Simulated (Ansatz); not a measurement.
# A bimetallic surface: Ta on Al(111), quarter in the top layer, both faces, part 3 of 4

Wanted: the photoemission signature of Ta on Al(111), quarter in the top layer, both faces. Spin–orbit coupling is left out of the bands throughout.

Ansatz 0.2.0; DFT, PBEsol, plane-wave PAW, default files, scalar-relativistic (the session's first sound run).

So far, work function, upper face (eV): step 2 (the clean face) 4.16; step 3 (relaxing the atoms) 4.23.

## (4) Bands by layer (continued)

A(k,E), middle over k along the path and E. Zero: Fermi level.

Ten even steps from '0' (0.01 eV⁻¹) to '9' (1.60 eV⁻¹), each cell a mean:
```
112223500000000001211111112221
012223400000000001211111122321
233324100000000000121111122121
422124200000000000212111122234
221243000000000000111111113122
222342000000000000121111112222
123341000000000000111111112422
122520000000000000022111111321
234410000000000000012211111342
556211000000000000013111112245
354100100000000000101222222243
562100011000000001001222222234
931100001111011110001221112239
421010000011111000000222222365
131110000000000000000132233651
011101000000000001001123357410
011110000100000100010117762000
002111100001111000101122110000
001111010000000001111120000000
000310101000000011010210000000
000131110111001100101200000000
000021001001110001012100000000
```
Columns: k along the path (Å⁻¹) from 0 to 3.47; rows upwards: E (eV) from -7.7 to 3.28.

Peaks of A(k,E) at the labelled points: for each region the eleven nearest the zero at most, each over 6 % of that point's highest, less those above the energy where the solved bands run out; weight and spread sum the levels within three half widths or 0.3 eV, so near peaks share levels. Peaks of the spectral function, the first 40 of 80 rows:

```csv
point,weight on,E (eV),A (1/eV),weight near the peak,rms spread of levels (eV)
K,total,-3.06,4.616,3.614,0.257
K,total,-2.42,3.735,3.432,0.324
K,total,-1.42,3.846,3.515,0.285
K,total,0.44,2.091,2.002,0.244
K,total,1.64,3.607,2.907,0.17
K,top,-5,0.103,0.067,0.222
K,top,-3.06,1.02,0.896,0.312
K,top,-2.42,1.478,1.239,0.268
K,top,-1.44,1.358,1.286,0.3
K,top,-0.2,0.451,0.475,0.25
K,top,0.44,0.779,0.764,0.246
K,top,1.66,1.389,1.108,0.166
K,middle,-3.06,2.571,1.816,0.175
K,middle,-1.42,1.127,0.939,0.236
K,middle,0.42,0.534,0.472,0.238
K,middle,1.6,0.842,0.687,0.181
Γ,total,-5.48,1.538,0.977,0.11
Γ,total,-3.3,1.653,1.046,0.094
Γ,total,-2.36,0.313,0.172,0.249
Γ,total,-1.1,1.175,1.028,0.191
Γ,total,-0.8,1.08,1.434,0.341
Γ,total,-0.34,0.842,1.066,0.353
Γ,total,0.14,0.627,0.903,0.405
Γ,total,0.6,0.72,0.548,0.233
Γ,total,1.24,0.827,0.518,0.176
Γ,total,2.86,1.57,1.499,0.297
Γ,top,-5.48,0.61,0.39,0.118
Γ,top,-3.3,0.596,0.379,0.106
Γ,top,-2.34,0.141,0.085,0.249
Γ,top,-1.1,0.511,0.454,0.194
Γ,top,-0.8,0.474,0.626,0.342
Γ,top,-0.32,0.362,0.468,0.356
Γ,top,0.14,0.277,0.396,0.401
Γ,top,0.6,0.317,0.245,0.232
Γ,top,1.24,0.326,0.205,0.182
Γ,top,2.86,0.74,0.676,0.278
Γ,middle,-7.36,0.409,0.255,0
Γ,middle,-5.48,0.316,0.196,0.07
Γ,middle,-3.3,0.459,0.288,0.048
Γ,middle,-1.12,0.149,0.118,0.172
```

The DOS has structure finer than the step of the table below, so its rows give means over 0.5 eV, whole bins alone (the curve runs from -12.7 to 3.02 eV). Peaks (eV: height): total -1.68: 13.0, 0.42: 10.9, 1.93: 12.2, 2.92: 16.4; Al 3p -2.98: 6.09, -1.68: 7.30, 1.93: 5.83, 2.92: 7.43; Al 3s -7.08: 1.95, -5.28: 2.38, -1.77: 2.16, 2.92: 4.28; Ta 5d -1.68: 3.28, -0.88: 3.07, -0.28: 2.93, 0.72: 2.91; Ta 6p* 2.92: 1.63.

* holds the states left over by the projection beside any projected weight of its own. DOS against E, zero at the Fermi level; means over each step; values in states/eV/cell:

```csv
E (eV),total,Al 3p,Al 3s,Ta 5d,Ta 6p*,Ta 6s
-11.5,3.4e-5,0,2.7e-5,0,0,1.4e-6
-11.0,0.248,0.0531,0.186,1.0e-4,3.2e-4,0.00906
-10.5,1.16,0.401,0.724,0.00115,0.00186,0.0319
-10.0,1.47,0.697,0.719,0.00290,0.00348,0.0433
-9.5,2.38,1.22,1.05,0.00655,0.00778,0.0945
-9.0,2.49,1.42,0.973,0.0127,0.0101,0.0729
-8.5,3.39,1.93,1.28,0.0319,0.0154,0.136
-8.0,3.61,2.14,1.28,0.0429,0.0197,0.119
-7.5,3.96,2.38,1.38,0.0699,0.0247,0.112
-7.0,4.90,2.89,1.72,0.129,0.0328,0.131
-6.5,4.90,2.96,1.64,0.156,0.0363,0.116
-6.0,4.93,2.99,1.59,0.185,0.0406,0.116
-5.5,5.72,3.29,1.97,0.273,0.0562,0.126
-5.0,6.19,3.41,2.21,0.365,0.0692,0.136
-4.5,6.54,3.68,2.17,0.473,0.0782,0.140
-4.0,6.70,3.85,2.03,0.595,0.0867,0.146
-3.5,7.01,4.12,1.89,0.735,0.101,0.153
-3.0,8.87,5.61,1.94,1.02,0.139,0.154
-2.5,8.32,5.16,1.56,1.32,0.155,0.124
-2.0,9.66,5.55,1.83,1.99,0.214,0.0775
-1.5,11.7,6.54,1.79,3.00,0.238,0.0816
-1.0,9.81,5.20,1.37,2.87,0.239,0.120
-0.5,9.29,4.79,1.35,2.76,0.279,0.107
0.0,9.45,4.93,1.56,2.48,0.363,0.111
0.5,10.6,5.37,1.73,2.79,0.530,0.140
1.0,9.21,4.45,1.52,2.50,0.563,0.182
1.5,10.5,4.71,2.19,2.31,0.863,0.410
2.0,11.1,5.39,2.28,2.02,1.08,0.380
2.5,10.5,5.10,2.47,1.47,1.12,0.316
```

Sums over each group's atoms; a table of it gives point samples, which can step over narrow peaks. The DOS of the group by E, zero at the Fermi level; 7 of 12 lines; values in states/eV:

```csv
E (eV),other layers: Al 3p,layer 3: Al 3p,layer 2: Al 3p,other layers: Al 3s,layer 1: Al 3p,layer 1: Ta 5d,other layers: Ta 5d
-12,0,0,0,0,0,0,0
-11,0.0119,0.00421,0.00831,0.0314,0.00363,2.5e-5,2.5e-5
-10,0.211,0.262,0.173,0.213,0.0386,0.00145,0.00145
-9,0.433,0.470,0.325,0.369,0.108,0.00574,0.00574
-8,0.741,0.450,0.555,0.460,0.185,0.0195,0.0195
-7,1.11,0.857,0.804,0.744,0.310,0.0664,0.0664
-6,1.16,0.703,0.746,0.672,0.411,0.0932,0.0932
-5,1.26,0.697,0.751,0.871,0.514,0.180,0.180
-4,1.54,1.03,0.924,0.845,0.615,0.310,0.310
-3,2.33,1.28,1.30,0.855,1.03,0.529,0.529
-2,2.11,0.832,0.956,0.617,1.16,0.884,0.884
-1,2.07,1.06,0.990,0.487,1.08,1.46,1.46
0,1.87,1.04,1.10,0.528,0.763,1.19,1.19
1,1.72,1.07,0.880,0.564,0.836,1.25,1.25
2,2.24,1.15,1.18,0.848,1.06,1.04,1.04
```

This run's widths, added to any smearing of the DOS itself: Gaussian 0.45 eV, Lorentzian 0.05 eV plus 0.03 an eV of depth. Table of intensity by binding energy, zero at the Fermi level; values in % of the maximum within 13 eV:

```csv
binding energy (eV),21.2 eV,100 eV,1486.7 eV,5414.7 eV
-1.0,0.914,1.01,0.974,0.974
-0.5,2.71,2.62,2.76,2.79
0.0,47.2,41.0,46.6,47.3
0.5,94.2,79.4,91.7,93.2
1.0,98.7,86.3,96.2,97.4
1.5,99.5,98.4,99.5,99.6
2.0,71.2,82.5,75.5,74.8
2.5,48.1,68.2,54.7,53.7
3.0,37.7,66.7,47.6,46.1
3.5,28.5,55.7,39.3,38.1
4.0,23.0,50.8,35.0,33.7
4.5,19.1,49.3,32.3,30.8
5.0,15.5,46.7,29.2,27.7
5.5,12.0,41.5,24.6,23.1
6.0,9.00,36.3,20.1,18.7
6.5,7.72,35.0,18.9,17.5
7.0,6.57,33.4,17.9,16.6
7.5,4.65,28.0,14.6,13.5
8.0,3.45,24.4,12.6,11.7
8.5,2.77,21.6,11.4,10.7
9.0,1.93,16.8,9.06,8.45
9.5,1.49,14.2,8.10,7.66
10.0,1.04,10.0,6.12,5.78
10.5,0.722,6.89,4.69,4.45
11.0,0.359,3.05,2.17,2.08
11.5,-,1.05,0.688,0.656
12.0,-,0.612,0.387,0.368
12.5,-,0.439,0.275,0.261
```

Maxima picked by a test of local sharpness, so broad peaks and shoulders can be missing; peaks within 0.45 eV of a curve's cut are left out. Valence peaks, by row:

```csv
photon energy (eV),binding energy (eV),height (% of the maximum within 13 eV),main shell,its share (%)
21.2,1.5,99.77,Ta 5d,95.78
21.2,0.85,100,Ta 5d,96.58
100,2.95,66.97,Al 3p,54.42
100,1.6,100,Al 3p,46.79
1487,1.55,100,Ta 5d,80.9
1487,0.85,96.99,Ta 5d,84.45
5415,1.55,100,Ta 5d,84.63
5415,0.85,98.43,Ta 5d,87.06
```

The planar mean, electrostatic potential oscillates, so the rows of the table below give means over windows of 2.19 Å about each position, cut where the curve ends. Its maxima inside the range that stand out by 2 % of the span (Å: eV): 8.3: -0.697, 10.5: -0.670, 12.8: -0.670, 15.0: -0.697. Its minima: 7.1: -10.8, 9.5: -7.35, 11.7: -7.46, 13.9: -7.35, 16.2: -10.8.

From the Fermi level. Table of planar mean, electrostatic potential by z; means over each step:

```csv
z (Å),"planar mean, electrostatic potential (eV)"
1.09,4.22
3.29,4.21
5.48,1.17
7.67,-5.90
9.86,-4.71
12.05,-4.81
14.24,-4.78
16.43,-6.27
18.62,3.65
20.81,4.22
23.00,4.22
```

Shapes are the site's partial DOS without matrix elements, which overweights lines from ligand s bands. The intensity by emission energy less the core level's binding energy, zero at the Fermi level; read off at these points; values in % of the unpolarised maximum:

```csv
emission energy less the core level's binding energy (eV),Ta L-beta5,Al K-beta,"Al K-beta, E along x","Al K-beta, E along y","Al K-beta, E along z","Al L2,3"
-12.50,7.08,1.51,1.55,1.55,1.42,1.09
-12.00,7.85,2.00,2.04,2.05,1.91,1.76
-11.50,8.74,3.00,3.04,3.04,2.92,4.33
-11.00,9.79,5.27,5.34,5.35,5.11,13.7
-10.50,11.0,9.31,9.63,9.65,8.64,26.5
-10.00,12.5,14.7,15.2,15.2,13.7,35.3
-9.50,14.3,20.6,21.2,21.2,19.5,42.9
-9.00,16.4,26.4,27.1,27.2,25.0,47.8
-8.50,18.9,32.3,32.8,32.9,31.2,54.8
-8.00,21.8,37.6,38.2,38.4,36.1,59.5
-7.50,25.2,42.7,43.5,43.6,41.1,65.7
-7.00,29.2,47.7,48.5,48.7,45.9,73.6
-6.50,33.8,51.2,53.3,53.4,47.0,75.2
-6.00,39.0,53.9,57.6,57.6,46.6,77.2
-5.50,45.0,57.5,62.2,62.2,48.0,88.7
-5.00,51.8,61.6,67.2,67.3,50.4,99.1
-4.50,59.3,65.2,71.6,71.9,52.2,98.5
-4.00,67.5,69.6,75.9,76.0,56.8,93.2
-3.50,76.1,77.9,81.1,80.6,71.9,89.6
-3.00,84.6,87.5,86.5,86.5,89.3,85.5
-2.50,92.1,92.1,91.8,92.5,91.8,79.4
-2.00,97.7,97.4,99.3,99.2,93.7,83.8
-1.78,99.2,99.6,101,101,97.0,84.5
-1.68,99.6,100.0,101,100,98.3,83.6
-1.50,100.0,99.2,99.5,98.7,99.4,80.2
-1.00,98.1,90.3,89.1,88.2,93.2,67.7
-0.50,92.0,75.0,73.5,71.2,78.9,60.9
0.00,82.6,45.7,43.7,42.2,48.6,35.1
0.50,71.3,17.3,16.4,16.1,18.2,6.03
1.00,60.0,6.92,6.72,6.62,7.11,0.765
```

Sums over each group's atoms; left-over states aren't shared out by site. Site centres, by row:

```csv
group,element,shell,occupied states,centre of occupied part (eV),centre up to the window's top (eV)
layer 1,Al,3s,2.929,-4.864,-2.931
layer 1,Al,3p,5.974,-3.228,-1.545
layer 1,Ta,6s,0.6005,-5.031,-2.207
layer 1,Ta,5d,4.341,-1.954,-0.45
layer 2,Al,3s,3.591,-4.966,-3.046
layer 2,Al,3p,8.161,-4.192,-2.552
layer 3,Al,3s,3.668,-4.836,-2.903
layer 3,Al,3p,8.125,-4.363,-2.656
other layers,Al,3s,6.519,-4.92,-2.995
other layers,Al,3p,14.13,-3.784,-2.106
other layers,Ta,6s,0.6005,-5.031,-2.207
other layers,Ta,5d,4.341,-1.954,-0.45
```

Recipe: projected DOS times atomic cross section and asymmetry factor (unpolarised light, 45° from the beam), occupied states only, Fermi edge at 20 K, a Lorentzian width of 0.05 eV growing by 0.03 eV per eV of binding energy, and a resolution of 0.45 eV. Each atom is damped by exp[−depth/(λ cos θ)], θ = 45° from the normal, λ from the universal curve. The files freeze Ta 4f, so the spectra stop above those lines. Curves are cut 10 eV under the photon energy, above any shell that the free atom's threshold puts out of reach, or at the lower edge of the window: 11.2 eV at 21.2 eV, 12.7 eV at 100 eV, 12.7 eV at 1486.7 eV and 12.7 eV at 5414.7 eV. A star in tables and legends marks shells that hold the states left over by the projection (1.3 % of the filled ones), a stand-in for orbitals that the files don't project on. Matrix elements of the solid and inelastic losses aren't modelled, nor non-dipole terms, which matter above 3 keV.

Share of each shell in the spectrum's area (%), by photon energy:

```csv
shell,21.2 eV,100 eV,1486.7 eV,5414.7 eV
Al 3s,3.5,27.8,28.3,27.0
Al 3p,4.8,48.5,8.3,2.6
Ta 6s,0.1,0.5,1.4,3.7
Ta 5d,91.3,23.0,61.5,65.6
```

Regions along c: top from 13.4 to 20.4 Å, middle from 10.0 to 13.4 Å.

The largest force component on a free atom is 0.088 eV/Å, so the geometry isn't quite at rest for these settings. At the Fermi level the DOS is 8.93 states/eV a cell, and on the broadened curves Al 3p holds 52 % of the total there.

## (5) Core holes

XPS shifts tell sites apart. Each chosen atom gets a core hole in a self-consistent pass of its own.

Contents of input.yaml:

```yaml
crystal:
  lattice:
    - [5.713422792, 0.0, 0.0]
    - [2.856711396, 4.9479692804, 0.0]
    - [0.0, 0.0, 23.3299803501]
  atoms:
    - { symbol: Ta_h, position: [-0.0014159205, 0.0028318409, 0.6911639295] }
    - { symbol: Al, position: [0.4980846916, 0.0038306168, 0.7029909736] }
    - { symbol: Al_h, position: [-0.0009455138, 0.5030630747, 0.7033756899] }
    - { symbol: Al_h, position: [0.4978824391, 0.5030630747, 0.7033756899] }
    - { symbol: Al_h, position: [0.8323870849, 0.3352258302, 0.5978465158] }
    - { symbol: Al, position: [0.3333008174, 0.3333983653, 0.5975322053] }
    - { symbol: Al, position: [0.8295402366, 0.835907688, 0.5987678069] }
    - { symbol: Al, position: [0.3345520754, 0.835907688, 0.5987678069] }
    - { symbol: Al_h, position: [0.1666666667, 0.1666666667, 0.5] }
    - { symbol: Al, position: [0.6666666667, 0.1666666667, 0.5] }
    - { symbol: Al, position: [0.1666666667, 0.6666666667, 0.5] }
    - { symbol: Al, position: [0.6666666667, 0.6666666667, 0.5] }
    - { symbol: Al, position: [0.0009462484, -0.0018924968, 0.4021534842] }
    - { symbol: Al, position: [0.500032516, -6.50319e-05, 0.4024677947] }
    - { symbol: Al, position: [0.0037930967, 0.4974256453, 0.4012321931] }
    - { symbol: Al, position: [0.498781258, 0.4974256453, 0.4012321931] }
    - { symbol: Ta, position: [0.8347492538, 0.3305014924, 0.3088360705] }
    - { symbol: Al, position: [0.3352486417, 0.3295027166, 0.2970090264] }
    - { symbol: Al, position: [0.8342788471, 0.8302702586, 0.2966243101] }
    - { symbol: Al, position: [0.3354508943, 0.8302702586, 0.2966243101] }
kpoints:
  mp_grid: { grid: [12, 12, 1] }
scf:
  occupations: { method: fermi_dirac, width: 0.05 }
  n_extra_bands: 16
hamiltonian:
  xc: pbesol
  pseudopotentials: { kind: paw }
output:
  forces: true
  write_potential: true
  volumetric_format: []
  core_levels:
    shells: { Al_h: "2p", Ta_h: "4f" }
    counted_from: fermi_level
    add_spin: always
```

Run with:

```console
$ ansatz run input.yaml --threads 4 --pin off --max-ram 12288MiB --backend cpu --events-out ev --progress --plain --runs-dir out
```

Numbers of over 12 decimals in the logs are rounded to 6 here.

What it wrote:

```text
[...]
Crystal: 20 atoms, lattice volume = 659.535 Å³
Basis set: ecut = 420 eV, 12941 PW (Γ), exchange–correlation on 80×80×320 points (8 copies of the dense FFT grid, shifted against one another)
Bands: 56, of which v1, the nominal top of the filled ones, is band 40 counted from 1 (39 counted from 0)
Symmetry: 1 space group operations
[...]
k-points: 74 of 144 (time reversal used)
[...]
SCF iter   1: F=—  HF=-29051.599547 eV  |F-HF|=—  |Δ(HF+E_count)|=         —  Δρ=3.02e-3  dr2=1.61e-1  ethr=1.77e-3  ⟨swp⟩=9.1  Hψ=24003  notcnv=0  defer=48
[...]
SCF iter   7: F=-29051.587731 eV  HF=-29051.587731 eV  |F-HF|=6.55e-11  |Δ(HF+E_count)|=   1.23e-7  Δρ=1.30e-6  dr2=2.20e-8  ethr=1.25e-10  ⟨swp⟩=26.1  Hψ=39627  notcnv=0
SCF 1 converged in 7 iterations: F = -29051.587731 eV  dr2 = 2.20e-8
[...]
── core hole 1/5: 4f of Ta_h 0 ──
── 4f of Ta_h 0: 23.294 eV over the cell without the hole, in 12 iterations ──
── core hole 2/5: 2p of Al_h 2 ──
── 2p of Al_h 2: 72.716 eV over the cell without the hole, in 12 iterations ──
── core hole 3/5: 2p of Al_h 3 ──
── 2p of Al_h 3: 72.716 eV over the cell without the hole, in 12 iterations ──
── core hole 4/5: 2p of Al_h 4 ──
── 2p of Al_h 4: 72.565 eV over the cell without the hole, in 11 iterations ──
── core hole 5/5: 2p of Al_h 8 ──
── 2p of Al_h 8: 72.621 eV over the cell without the hole, in 11 iterations ──
SCF converged after 7 iterations
Free energy (F): -29051.587731 eV
[...]
Internal energy: -29051.514170 eV  (E = F + TS)
E sigma→0 (E₀):  -29051.550951 eV
Entropy (-TS):   -0.073561 eV (-3.678 meV/atom)
Fermi energy:    2.517041 eV
[...]
--- Forces (eV/Å), atoms counted from 1 ---
  atom   1  Ta_h    -0.00000015    -0.02085246     0.00010882
  atom   2  Al       0.00000011     0.00141038    -0.02444172
  atom   3  Al_h    -0.00379933     0.00217257    -0.01714930
  atom   4  Al_h     0.00379935     0.00217245    -0.01714934
  atom   5  Al_h    -0.00000009     0.01124148     0.04801891
  atom   6  Al       0.00000007     0.00670004     0.08834262
  atom   7  Al      -0.01985656    -0.00138908     0.06403364
  atom   8  Al       0.01985656    -0.00138920     0.06403356
  atom   9  Al_h     0.08301072     0.00000121     0.00000094
  atom  10  Al      -0.08301072     0.00000121     0.00000097
  atom  11  Al       0.00000001    -0.08867247    -0.14386522
  atom  12  Al      -0.00000001     0.08866929     0.14387005
  atom  13  Al       0.00000008    -0.01124109    -0.04802325
  atom  14  Al      -0.00000005    -0.00669134    -0.08834182
  atom  15  Al       0.01986788     0.00138415    -0.06403128
  atom  16  Al      -0.01986787     0.00138424    -0.06403126
  atom  17  Ta       0.00000003     0.02083264    -0.00011923
  atom  18  Al      -0.00000003    -0.00141030     0.02444269
  atom  19  Al       0.00380814    -0.00216397     0.01714707
  atom  20  Al      -0.00380814    -0.00216393     0.01714711
  max |Σ_I F_I| component: 6.06e-6 eV/Å
--- Band table (eV; the first three rows and the last of 74) ---
  k-point 0: bands = [... 36 lower, 1.3874, 1.6743, 1.7311, 1.7506, 1.8653, 2.0910, 2.2605, 2.6660, ... 12 higher]
  k-point 1: bands = [... 36 lower, 1.3251, 1.4121, 1.6583, 1.6874, 1.9339, 2.0735, 2.3788, 2.7776, ... 12 higher]
  k-point 2: bands = [... 36 lower, 1.2701, 1.4940, 1.6001, 1.8649, 1.9679, 2.2114, 2.4228, 3.0528, ... 12 higher]
  k-point 73: bands = [... 36 lower, 2.0678, 2.1599, 2.3351, 2.7044, 2.8453, 3.1480, 3.2983, 3.3335, ... 12 higher]
--- Core levels from the Fermi level (as output.core_levels.counted_from types it; a hole's nearest image at 5.7 Å) ---
  the holes have spin, as output.core_levels.add_spin types it
  atom         alike  shell      binding/eV   shift/eV difference/eV images/eV   SCF
  Ta_h 0           1     4f          23.294     +0.000        23.294         –    12
  Al_h 2           1     2p          72.716     +0.000        72.716         –    12
  Al_h 3           1     2p          72.716     +0.000        72.716         –    12
  Al_h 4           1     2p          72.565     -0.151        72.565         –    11
  Al_h 8           1     2p          72.621     -0.095        72.621         –    11
  the dataset of Ta_h with a 4f hole: scattering error 0.245 eV; outside its bounds: its channels together can move a line by 0.249 eV; free atom: scalar-relativistic, large and small components
  the two lines of Ta_h's 4f: 4f5/2 +1.080 eV and 4f7/2 -0.810 eV off its levels, 3 : 4 in strength
  the dataset of Al_h with a 2p hole: scattering error 0.001 eV (0.004 eV in the local channel); free atom: scalar-relativistic, large and small components
  the two lines of Al_h's 2p: 2p1/2 +0.276 eV and 2p3/2 -0.138 eV off its levels, 1 : 2 in strength
```

Run time: 17 min. Hardware: 4 threads of Intel Xeon 6975P-C (Granite Rapids), shared host; peak memory 4.3 GiB.

Numbers from this step:

```yaml
symmetry_operations: 1
```

Levels are total-energy differences with one electron taken from the core. The electron goes to the Fermi level, so the difference is a binding energy from E_F. The hole's nearest image is 5.7 Å away.

```csv
atom,region,shell,level (eV),shift (eV),"potential at nucleus, shift (V)",j lines (eV),doubts
Ta1,layer 1,4f,23.29,-,+0.00,24.37 / 22.48,dataset error 0.25 eV
Al3,layer 1,2p,72.72,+0.10,+0.10,72.99 / 72.58,-
Al4,layer 1,2p,72.72,+0.10,+0.10,72.99 / 72.58,-
Al5,layer 2,2p,72.57,-0.06,-0.11,72.84 / 72.43,-
Al9,layer 3,2p,72.62,+0.00,+0.00,72.90 / 72.48,-
```

Levels of p, d and f shells are means over their two j lines, weighted by degeneracy; the splitting comes from the atom's own solve. Shifts count from the last listed atom of each element. A higher potential at the nucleus binds core electrons more tightly, so that column is a rough initial-state shift.

The Al 2p lines of the listed atoms alone (other atoms of the cell aren't counted), as Gaussians 0.8 eV wide, no depth weighting. Intensity against Al 2p level; read off at these points:

Al 2p level (eV), intensity (%) and a bar:
```
    71.00          0 
    71.10          0 
    71.20          0 
    71.30          0 
    71.40          0 
    71.50          1 
    71.60          2 #
    71.70          5 #
    71.80          9 ###
    71.90         16 #####
    72.00         26 ########
    72.10         40 ############
    72.20         55 #################
    72.30         71 #####################
    72.40         85 ##########################
    72.50         95 #############################
    72.60        100 ##############################
    72.63        100 ##############################
    72.70         98 ##############################
    72.80         91 ###########################
    72.90         81 ########################
    73.00         67 ####################
    73.10         53 ################
    73.20         40 ############
    73.30         28 ########
    73.40         18 ######
    73.50         11 ###
    73.60          7 ##
    73.70          3 #
    73.80          2 #
    73.90          1 
    74.00          0 
    74.10          0 
    74.20          0 
    74.30          0 
    74.40          0
```

(Part 3 of 4 ends here.)

[Logs are printed without paths, hosts, clocks, repeated set-up lines and the standing remarks that a program may print on its own settings, such as how far it seeks lower states.]

[Hosts, paths, dates, database ids (printed as entryN), source tags and the programs' standing remarks are cut or masked in the printed files.]

[Maps of the electrostatic potential energy from Ansatz leave out the sawtooth potential of an applied field or a dipole correction, so their vacuum need not be flat; work functions include it.]
